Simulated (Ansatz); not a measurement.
# k-point convergence of GW for Ge2Sb2Te5 (P-3m1)

Aim: the G0W0 gap of Ge2Sb2Te5 (P-3m1) on a series of meshes, at fixed bands and cutoff.

Method: G0W0 on PBE, plane waves, PAW; PAW set soft_1, in Ansatz 0.2.0.

### 1. The starting structure

It takes space group P-3m1 (No. 164, trigonal). Conventional cell: a = 4.294 Å, b = 4.294 Å, c = 17.101 Å, α = 90.00°, β = 90.00°, γ = 120.00°. Nearest to Ge lie 6 Te at 3.00 to 3.04 Å. Sb has 6 Te at 3.01 to 3.20 Å nearest. Nearest to Te lie 6 Ge at 3.04 Å. Nearest to Te lie 3 Ge at 3.00 Å and 3 Sb at 3.20 Å. Te has 3 Sb at 3.01 Å nearest. Farther neighbours and most contacts between anions are not listed.

The cell and positions are those that the Materials Project relaxed with its own functionals (PBE, PBE+U or r2SCAN), kept fixed. Spin-orbit coupling is left out unless a step names it.

### 2. The 3×3×1 mesh

Now the one-shot GW correction: screening in the RPA, then the self-energy of the levels asked for. This step takes PAW set soft_1 files.

Input file input.yaml:

```yaml
crystal:
  lattice:
    - [4.2940644248, 0.0, 0.0]
    - [-2.1470322124, 3.7187688774, 0.0]
    - [0.0, 0.0, 17.101346]
  atoms:
    - { symbol: Ge, position: [0.33333333, 0.66666667, 0.897105] }
    - { symbol: Ge, position: [0.66666667, 0.33333333, 0.102895] }
    - { symbol: Sb, position: [0.0, 0.0, 0.679932] }
    - { symbol: Sb, position: [0.0, 0.0, 0.320068] }
    - { symbol: Te, position: [0.0, 0.0, 0.0] }
    - { symbol: Te, position: [0.66666667, 0.33333333, 0.798458] }
    - { symbol: Te, position: [0.33333333, 0.66666667, 0.201542] }
    - { symbol: Te, position: [0.33333333, 0.66666667, 0.580108] }
    - { symbol: Te, position: [0.66666667, 0.33333333, 0.419892] }
kpoints:
  mp_grid: { grid: [3, 3, 1] }
hamiltonian:
  xc: pbe
  pseudopotentials: { kind: paw, azcp: { folder: soft_1 } }
scf:
  occupations: { method: fixed }
gw:
  n_empty_bands: 620
  ecut_chi: 100
  qp_bands: [v3, c3]
  qp_kpoints: band_edges
  screening: { model: contour_deformation }
```

Started as:

```
$ ansatz run input.yaml --threads 2 --pin off --max-ram 92160MiB --backend cuda --events-out ev --progress --plain --runs-dir out --devices 1 --max-vram 13GiB
```

Numbers of over 12 decimals in the logs are rounded to 6 here.

What it wrote:

```text
GPUs: using 1 of 1 available (devices: 1).
Engine: ansatz 0.2.0, x86_64-unknown-linux-gnu
Pseudopotentials: kind: paw
Pseudopotential: Ge, paw, valence charge 14, recommended cutoff 420 eV (normal), soft_1/Ge.paw.azcp
Pseudopotential: Sb, paw, valence charge 15, recommended cutoff 420 eV (normal), soft_1/Sb.paw.azcp
Pseudopotential: Te, paw, valence charge 16, recommended cutoff 420 eV (normal), soft_1/Te.paw.azcp
Functional definition: PBE
  parameter kappa = 0.804
  parameter beta = 0.066725
  exchange = pbe_x(kappa = kappa, mu = beta*pi^2/3)
  correlation = pbe_c(beta = beta)
device memory: the entry about to start is reckoned to put 3.2 GiB on a device that reports 51.5 GiB free (of which the cap on the GPU budget leaves the run 13.0 GiB)
GPU FFT provider: cuFFT
GPU libraries: cuBLAS 13.8.2, cuFFT 12.4.0, cuSOLVER 12.3.4
Crystal: 9 atoms, lattice volume = 273.085 Å³
Basis set: ecut = 420 eV, 5295 PW (Γ)
Bands: 83, of which v1, the nominal top of the filled ones, is band 69 counted from 1 (68 counted from 0)
Symmetry: 12 space group operations
Space group: P-3m1 (ITA 164), of the structure as read, at distance tolerance 6.5e-5 Å
k-points: 3 of 9
Non-local potential: Ge, projectors of the file, l = 0: 2, l = 1: 2, l = 2: 3, l = 3: 1
Non-local potential: Sb, projectors of the file, l = 0: 2, l = 1: 2, l = 2: 2, l = 3: 1
Non-local potential: Te, projectors of the file, l = 0: 2, l = 1: 2, l = 2: 2, l = 3: 1
PAW form: soft (Blöchl's): semilocal exchange-correlation on the pseudo side does not see the compensation charge
PAW one-centre angular grid: Ge, 590 points (default); XC on 64 Gauss nodes
PAW one-centre angular grid: Sb, 590 points (default); XC on 64 Gauss nodes
PAW one-centre angular grid: Te, 590 points (default); XC on 64 Gauss nodes
Initial density: superposition of atomic densities (chi_scale 0.1, normalization cell, long waves kept (reshape's long-wave potential 0.31 eV rms))
Initial wavefunctions: pseudopotential atomic-orbital guess
GPU buffer pool allocated for 108000 grid points (all kernels)
GPU transforms: local potential and band sums: pruned to the plane-wave sphere, on 30×30×120
Functional: x = pbe(κ = 0.804, μ = 0.219515), c = pbe(β = 0.066725)
SCF iter   1: F=—  HF=-56460.949473 eV  |F-HF|=—  |Δ(HF+E_count)|=         —  Δρ=1.53e-2  dr2=1.19e1  ethr=3.10e-3  ⟨swp⟩=4.7  Hψ=799  notcnv=0  defer=34
preconditioner: auto → Resta (q_TF=auto, 2.435 Å⁻¹)  ε∞=4.6  [insulator: Δε(μ)=0.115 eV  Ē_g=8.247 eV  n_scr=66 (ndim 8)  ℏωp=15.6 eV  f_vac=0.005  ε∞_Penn≈4.6]
SCF iter   2: F=—  HF=-56461.458995 eV  |F-HF|=—  |Δ(HF+E_count)|=   5.10e-1  Δρ=1.68e-2  dr2=2.28e1  ethr=3.10e-3  ⟨swp⟩=3.0  Hψ=333  notcnv=0  defer=30
SCF iter   3: F=—  HF=-56460.399106 eV  |F-HF|=—  |Δ(HF+E_count)|=    1.06e0  Δρ=8.49e-3  dr2=6.85e-1  ethr=3.10e-3  ⟨swp⟩=2.7  Hψ=283  notcnv=0  defer=34
SCF iter   4: F=—  HF=-56460.368687 eV  |F-HF|=—  |Δ(HF+E_count)|=   3.04e-2  Δρ=3.79e-3  dr2=5.06e-2  ethr=4.96e-4  ⟨swp⟩=2.3  Hψ=296  notcnv=0  defer=36
SCF iter   5: F=—  HF=-56460.378204 eV  |F-HF|=—  |Δ(HF+E_count)|=   9.52e-3  Δρ=2.21e-3  dr2=3.72e-2  ethr=3.67e-5  ⟨swp⟩=3.0  Hψ=300  notcnv=0  defer=36
SCF iter   6: F=—  HF=-56460.371879 eV  |F-HF|=—  |Δ(HF+E_count)|=   6.32e-3  Δρ=1.06e-3  dr2=8.74e-3  ethr=2.70e-5  ⟨swp⟩=3.0  Hψ=305  notcnv=0  defer=36
SCF iter   7: F=—  HF=-56460.370665 eV  |F-HF|=—  |Δ(HF+E_count)|=   1.21e-3  Δρ=2.94e-4  dr2=6.11e-4  ethr=6.33e-6  ⟨swp⟩=2.7  Hψ=271  notcnv=0  defer=36
SCF iter   8: F=—  HF=-56460.370667 eV  |F-HF|=—  |Δ(HF+E_count)|=   1.97e-6  Δρ=9.18e-5  dr2=5.54e-5  ethr=4.43e-7  ⟨swp⟩=2.0  Hψ=306  notcnv=0  defer=33
SCF iter   9: F=—  HF=-56460.370673 eV  |F-HF|=—  |Δ(HF+E_count)|=   6.11e-6  Δρ=6.31e-5  dr2=2.54e-5  ethr=4.01e-8  ⟨swp⟩=2.0  Hψ=348  notcnv=0  defer=21
SCF iter  10: F=—  HF=-56460.370670 eV  |F-HF|=—  |Δ(HF+E_count)|=   3.05e-6  Δρ=1.01e-5  dr2=3.59e-7  ethr=1.84e-8  ⟨swp⟩=2.0  Hψ=333  notcnv=0  defer=21
[...]
NSCF: frozen V_eff on 1 k-points
device memory: the entry about to start is reckoned to put 1.4 GiB on a device that reports 57.4 GiB free (of which the cap on the GPU budget leaves the run 13.0 GiB)
NSCF: frozen V_eff on 1 k-points
device memory: the entry about to start is reckoned to put 1.4 GiB on a device that reports 57.4 GiB free (of which the cap on the GPU budget leaves the run 13.0 GiB)
NSCF: frozen V_eff on 1 k-points
device memory: the entry about to start is reckoned to put 1.4 GiB on a device that reports 57.2 GiB free (of which the cap on the GPU budget leaves the run 13.0 GiB)
NSCF: frozen V_eff on 1 k-points
device memory: the entry about to start is reckoned to put 1.4 GiB on a device that reports 57.0 GiB free (of which the cap on the GPU budget leaves the run 13.0 GiB)
NSCF: frozen V_eff on 1 k-points
device memory: the entry about to start is reckoned to put 1.4 GiB on a device that reports 56.4 GiB free (of which the cap on the GPU budget leaves the run 13.0 GiB)
NSCF: frozen V_eff on 1 k-points
SCF converged after 11 iterations
Free energy (F): -56460.370670 eV
Harris-Foulkes:  -56460.370670 eV  (|F-HF|=4.59e-8)
Internal energy: -56460.370670 eV  (E = F + TS)
E sigma→0 (E₀):  -56460.370670 eV
Fermi energy:    9.233465 eV
--- Per-component energies (eV) ---
  E_band       = -1933.200520
  E_kinetic    = 1361.910522
  E_local      = -15941.156678  (includes V_loc(G=0)·N_el)
  E_nonlocal   = 1527.706003
  E_hartree    = 7588.581192
  E_xc         = -953.757213
  E_vxc        = -820.651999  (∫ρ·V_xc dr)
  E_paw        = -36448.021038  (= ΣΔE_a)
  E_vpaw       = -3238.172329  (= ΣTr[D̂ρ^β])
  E_aug_tail   = 0.000744  (compensation charges beyond the density's cutoff)
  E_ewald      = -13595.634202
  E_smearing   = -0.000000  (= −TS)
  E_closure    = 0.000000  (closes the sum)
  Σ components = -56460.370670   (vs F -56460.370670, Δ=0.00e0)
--- Band table (eV) ---
  k-point 0: bands = [... 65 lower, 7.9578, 8.0985, 8.3879, 9.2335, 9.5066, 9.5066, 9.5546, 10.1565, ... 10 higher]
  k-point 1: bands = [... 65 lower, 7.3631, 7.8685, 8.0572, 8.4468, 10.0840, 10.1647, 10.5627, 10.7327, ... 10 higher]
  k-point 2: bands = [... 65 lower, 6.9006, 8.4500, 8.4500, 8.5594, 9.9328, 9.9328, 10.1789, 11.9116, ... 10 higher]
--- G₀W₀: contour deformation, 8 samples at zero and on the imaginary axis and 1 off it, 9 q-points, 620 empty bands' worth ---
  eigenvalues of the whole cell's RPA ε∞ on this k-mesh (on a slab, of 1 + 4πα/V) = 79.0545, 618.4093, 618.4093; static W/v taken at q = 0 is -0.000479
  bands read: the sum over 689 bands ends inside a degenerate multiplet in 1 slot, whose members it reads at an even weight; the widest, k=0: bands 689 to 690 (counted from 1) at 1/2 each
  gw.qp_kpoints: band_edges: 2 of 3 stored k-points solved, in 1 pass; an edge of the gap read off the rows below is read off those points alone
    valence top: of the k-points left out ik 1 came nearest to being solved in a further pass, in band 69 (counted from 1, as in the quasiparticle table): it holds the edge there only if its correction is more favourable than any solved in that band by at least 0.787 eV; those differ by 0.055 eV
    conduction bottom: of the k-points left out ik 1 came nearest to being solved in a further pass, in band 70 (counted from 1, as in the quasiparticle table): it holds the edge there only if its correction is more favourable than any solved in that band by at least 0.577 eV; those differ by 0.027 eV
    ik  band        ε_KS         Σx   Σc(E_QP)       V_xc       Z   E_QP_lin       E_QP  E_QP is
     0    67      8.0985   -14.8473     0.5558   -14.1676  0.7331     7.9741     7.9745  root
     0    68      8.3879   -14.7651     0.6296   -13.9860  0.7344     8.2378     8.2385  root
     0    69      9.2335   -14.8265     0.3840   -14.2929  0.7362     9.0833     9.0839  root
     0    70      9.5066    -9.3143    -3.2961   -12.5013  0.7363     9.3979     9.3976  root
     0    71      9.5066    -9.3143    -3.2961   -12.5013  0.7363     9.3979     9.3976  root
     0    72      9.5546    -9.2037    -3.4980   -12.6184  0.7435     9.4716     9.4713  root
     2    67      8.4500   -15.1436     0.9199   -14.0178  0.7329     8.2428     8.2441  root
     2    68      8.4500   -15.1436     0.9199   -14.0178  0.7329     8.2428     8.2441  root
     2    69      8.5594   -15.2396     0.8421   -14.1926  0.7355     8.3533     8.3546  root
     2    70      9.9328    -9.2322    -3.4965   -12.6463  0.7390     9.8506     9.8505  root
     2    71      9.9328    -9.2322    -3.4965   -12.6463  0.7390     9.8506     9.8505  root
     2    72     10.1789    -9.3053    -3.5336   -12.7601  0.7366    10.1003    10.1000  root
```

It took 12 s on 1 × NVIDIA H100 80GB HBM3 (shared by 6 runs) with 2 threads of AMD EPYC 7R13 (Zen 3), shared host; peak memory 1.6 GiB.

Reading the cycles: dr2 is the Hartree energy of the density residual (eV), the measure of convergence; HF is the Harris–Foulkes estimate of the energy, which meets the free energy F at convergence.

This step gave:

| Property | Result |
| --- | --- |
| bands summed | 689 |
| RPA ε∞ on this mesh (eigenvalues) | 79.05, 618.4, 618.4 |
| plane waves in the screening matrix | 639 |
| q-points in the mesh | 9 |
| G0W0 gap on the mesh | 0.3137 eV |
| k of the valence top | 0, 0, 0 |
| k of the conduction bottom | 0, 0, 0 |
| starting gap on the mesh | 0.2732 eV |
| Z at the valence top | 0.7362 |
| Z at the conduction bottom | 0.7363 |
| least direct G0W0 gap on the computed points | 0.3137 eV |

The gap on the mesh goes from 0.27 eV to 0.31 eV, a correction of +0.04 eV. Between the two edge states, bare exchange in place of the xc potential would open the gap by 3.72 eV, and correlation takes back 3.68 eV.

### 3. The 6×6×1 mesh

Only the mesh changes. It samples the long-range screening, which converges on its own terms.

input.yaml, as its differences from that of step 2:

```diff
@@ -16,3 +16,3 @@
 kpoints:
-  mp_grid: { grid: [3, 3, 1] }
+  mp_grid: { grid: [6, 6, 1] }
 hamiltonian:
```

What it wrote:

```text
GPUs: using 1 of 1 available (devices: 1).
[...]
GPU FFT provider: cuFFT
GPU libraries: cuBLAS 13.8.2, cuFFT 12.4.0, cuSOLVER 12.3.4
Crystal: 9 atoms, lattice volume = 273.085 Å³
Basis set: ecut = 420 eV, 5295 PW (Γ)
Bands: 83, of which v1, the nominal top of the filled ones, is band 69 counted from 1 (68 counted from 0)
[... 1 set-up line as in the run before ...]
[...]
k-points: 7 of 36
[...]
GPU buffer pool allocated for 108000 grid points (all kernels)
[...]
SCF iter   1: F=—  HF=-56460.932716 eV  |F-HF|=—  |Δ(HF+E_count)|=         —  Δρ=1.54e-2  dr2=1.05e1  ethr=3.10e-3  ⟨swp⟩=4.9  Hψ=1861  notcnv=0  defer=80
[...]
SCF iter  11: F=-56460.360881 eV  HF=-56460.360881 eV  |F-HF|=1.31e-8  |Δ(HF+E_count)|=   1.31e-7  Δρ=1.39e-6  dr2=8.37e-9  ethr=7.25e-11  ⟨swp⟩=13.0  Hψ=2714  notcnv=0
SCF 1 converged in 11 iterations: F = -56460.360881 eV  dr2 = 8.37e-9
[...]
0    67      8.0884   -14.3311     0.0705   -14.1373  0.7396     7.9643     7.9651  root
     0    68      8.3973   -14.3874     0.2532   -13.9764  0.7389     8.2379     8.2395  root
     0    69      9.2318   -14.4066    -0.0413   -14.2909  0.7418     9.0734     9.0749  root
     0    70      9.5063    -9.7141    -2.9002   -12.5162  0.7415     9.4086     9.4082  root
     0    71      9.5063    -9.7141    -2.9002   -12.5162  0.7415     9.4086     9.4082  root
     0    72      9.5514    -9.4169    -3.2618   -12.6244  0.7510     9.4973     9.4971  root
     1    67      8.1649   -15.3179     1.1297   -13.9314  0.7290     7.8975     7.9081  root
     1    68      8.5658   -15.2789     0.6585   -14.4269  0.7354     8.3693     8.3722  root
[...]
6    69      8.5653   -15.0921     0.6791   -14.1938  0.7363     8.3415     8.3461  root
     6    70      9.9321    -9.4197    -3.2942   -12.6519  0.7408     9.8703     9.8701  root
     6    71      9.9321    -9.4197    -3.2942   -12.6519  0.7408     9.8703     9.8701  root
     6    72     10.1759    -9.4592    -3.3610   -12.7633  0.7377    10.1192    10.1189  root
[key lines of the parts left out:]
SCF converged after 11 iterations
Free energy (F): -56460.360881 eV
Fermi energy:    9.231845 eV
```

Elapsed: 40 s, on 1 × NVIDIA H100 80GB HBM3 (shared by 6 runs) with 2 threads; peak memory 2.2 GiB; 54 s of CPU time.

This step gave:

- bands summed: 689
- RPA ε∞ on this mesh (eigenvalues): 59.42, 213.9, 213.9
- plane waves in the screening matrix: 639
- q-points in the mesh: 36
- G0W0 gap on the mesh: 0.3333 eV
- k of the valence top: 0, 0, 0
- k of the conduction bottom: 0, 0, 0
- starting gap on the mesh: 0.2744 eV
- Z at the valence top: 0.7418
- Z at the conduction bottom: 0.7415
- least direct G0W0 gap on the computed points: 0.3333 eV

Against the run with 3×3×1 mesh, 620 empty bands, screening to 100 eV, PAW set soft_1 files, the gap moves by +0.020 eV.

### 4. The 6×6×2 mesh

input.yaml, as its differences from that of step 3:

```diff
@@ -16,3 +16,3 @@
 kpoints:
-  mp_grid: { grid: [6, 6, 1] }
+  mp_grid: { grid: [6, 6, 2] }
 hamiltonian:
```

What it wrote:

```text
GPUs: using 1 of 1 available (devices: 1).
[...]
GPU FFT provider: cuFFT
GPU libraries: cuBLAS 13.8.2, cuFFT 12.4.0, cuSOLVER 12.3.4
Crystal: 9 atoms, lattice volume = 273.085 Å³
Basis set: ecut = 420 eV, 5295 PW (Γ)
Bands: 83, of which v1, the nominal top of the filled ones, is band 69 counted from 1 (68 counted from 0)
[... 1 set-up line as in the run before ...]
[...]
k-points: 14 of 72
[...]
7    68      7.9377   -15.1581     1.1869   -13.7060  0.7261     7.6531     7.6725  root ?
[...]
12    69      8.5669   -15.0142     0.5973   -14.1933  0.7384     8.3375     8.3433  root
    12    70      9.9334    -9.4940    -3.2139   -12.6518  0.7431     9.8774     9.8772  root
    12    71      9.9334    -9.4940    -3.2139   -12.6518  0.7431     9.8774     9.8772  root
    12    72     10.1760    -9.5262    -3.2867   -12.7622  0.7396    10.1254    10.1252  root
[key lines of the parts left out:]
SCF converged after 11 iterations
Free energy (F): -56460.338296 eV
Fermi energy:    9.232359 eV
```

Wall time 79 s (1 × NVIDIA H100 80GB HBM3 (shared by 6 runs) with 2 threads); peak memory 3.2 GiB.

Numbers from this step:

- bands summed: 689
- RPA ε∞ on this mesh (eigenvalues): 55.07, 134.1, 134.1
- plane waves in the screening matrix: 639
- G0W0 gap on the mesh: 0.3418 eV
- k of the valence top: 0, 0, 0
- k of the conduction bottom: 0, 0, 0
- starting gap on the mesh: 0.2749 eV
- least direct G0W0 gap on the computed points: 0.3418 eV

Against the run with 6×6×1 mesh, 620 empty bands, screening to 100 eV, PAW set soft_1 files, the gap moves by +0.008 eV.

### 5. The meshes together

Times are wall times on 1 × NVIDIA H100 80GB HBM3 (shared by 6 runs) with 2 threads of AMD EPYC 7R13 (Zen 3), shared host, good to a factor of about two.

| mesh | points | irreducible | start (eV) | G0W0 (eV) | shift (eV) | RPA ε∞ (mean) | time |
| --- | --- | --- | --- | --- | --- | --- | --- |
| 3×3×1 | 9 | 3 | 0.273 | 0.314 | +0.041 | 438.62 | 12 s |
| 6×6×1 | 36 | 7 | 0.274 | 0.333 | +0.059 | 162.44 | 40 s |
| 6×6×2 | 72 | 14 | 0.275 | 0.342 | +0.067 | 107.75 | 79 s |

### 6. Results

```
3×3×1    : 0.314 eV (shift +0.041)
6×6×1    : 0.333 eV (shift +0.059)
6×6×2    : 0.342 eV (shift +0.067)
settings : PBE start, 620 empty bands, 100 eV
```

In words: The shift is +0.04 eV on 3×3×1 and +0.07 eV on 6×6×2; the last step moves it by +0.008 eV. The RPA ε∞ (mean) ranges from 107.75 to 438.62 and ends at 107.75; the coarsest mesh overstates it. From 9 to 72 points the time grows 6.7-fold. Bands and cutoff are modest here, so the values stand off the basis limit. The 6×6×2 mesh is coarse for this cell (its supercell is 26 Å along the shortest edge). The RPA ε∞ on it, from the PBE start, is 55.07 and 134.09; such meshes misread the long-range screening, most where the gap is narrow. With atoms this heavy and so narrow a gap, spin-orbit coupling can invert the bands. These scalar-relativistic gaps are then model values, not to be set against experiment, and a spin-orbit change taken from DFT can't simply be added. On this mesh the RPA ε∞ passes 90, more than nearly any semiconductor shows; a coarse mesh does this where one point with a narrow direct gap carries much weight. The screening is then too strong, and the G0W0 gap should not be taken as the material's.

[Paths, hosts, dates, memory and timing lines, banners, echoed tables and standing remarks are left out of the program output.]

[Logs are printed without paths, hosts, clocks, repeated set-up lines and the standing remarks that a program may print on its own settings, such as how far it seeks lower states.]

[Runs of the session that timed out or met a known fault of the program may be left out.]

[Cells called generated may have been cut or substituted from an entry of the Crystallography Open Database or the Materials Project.]

[Hosts, paths, dates, database ids (printed as entryN), source tags and the programs' standing remarks are cut or masked in the printed files.]
